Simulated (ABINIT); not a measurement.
An input for ABINIT 10.8.3 (PbIF (P4/nmm)):

```
acell 3*1.0 Angstrom
rprim 
  4.237400000000 0.000000000000 0.000000000000
  0.000000000000 4.237400000000 0.000000000000
  0.000000000000 0.000000000000 8.800000000000
ntypat 3
znucl 82 53 9
natom 6
typat 1 1 2 2 3 3
xred 
  0.500000000000 0.000000000000 0.163920000000
  0.000000000000 0.500000000000 0.836080000000
  0.500000000000 0.000000000000 0.662970000000
  0.000000000000 0.500000000000 0.337030000000
  0.000000000000 0.000000000000 0.000000000000
  0.500000000000 0.500000000000 0.000000000000
pp_dirpath "pseudos"
pseudos "Pb.upf, I.upf, F.upf"
ecut 36
ngkpt 2 2 1
nshiftk 1
shiftk 0 0 0
kptopt 1
chksymbreak 0
istwfk *1
occopt 1
irdwfk 1
optdriver 4
nband 150
gwcalctyp 10
ecutsigx 36
symsigma 1
nkptgw 3
kptgw 
  0.0000000000 0.0000000000 0.0000000000
  0.5000000000 0.0000000000 0.0000000000
  0.5000000000 0.5000000000 0.0000000000
bdgw 
  33 52
  33 52
  33 52
ecuteps 3.9
irdscr 1
ppmodel 1
irdqps 1
indata_prefix "in"
outdata_prefix "out"
tmpdata_prefix "tmp"
```

```sh
OMP_NUM_THREADS=1 mpirun -n 8 abinit run.abi > log
```

Question: How long will it take on 8 MPI ranks of AMD EPYC 9B14 (Zen 4), shared host, and how much memory?

It took 40 s; on shared hardware allow 20 s to 80 s. Peak host memory was 3.9 GiB.

[Paths, hosts, dates, memory and timing lines, banners, echoed tables and standing remarks are left out of the program output.]

[Logs are printed without paths, hosts, clocks, repeated set-up lines and the standing remarks that a program may print on its own settings, such as how far it seeks lower states.]

[Runs of the session that timed out or met a known fault of the program may be left out.]

[Hosts, paths, dates, database ids (printed as entryN), source tags and the programs' standing remarks are cut or masked in the printed files.]

[G0W0 gaps are taken among the corrected bands and points alone; a level outside them can change the order at an edge.]

[Where Ansatz stands beside ABINIT at settings called matched, ABINIT's density can come from a denser mesh and the files from another edition; pairs whose starting gaps differed by over 0.03 eV were left out, so agreement reads better than it is.]
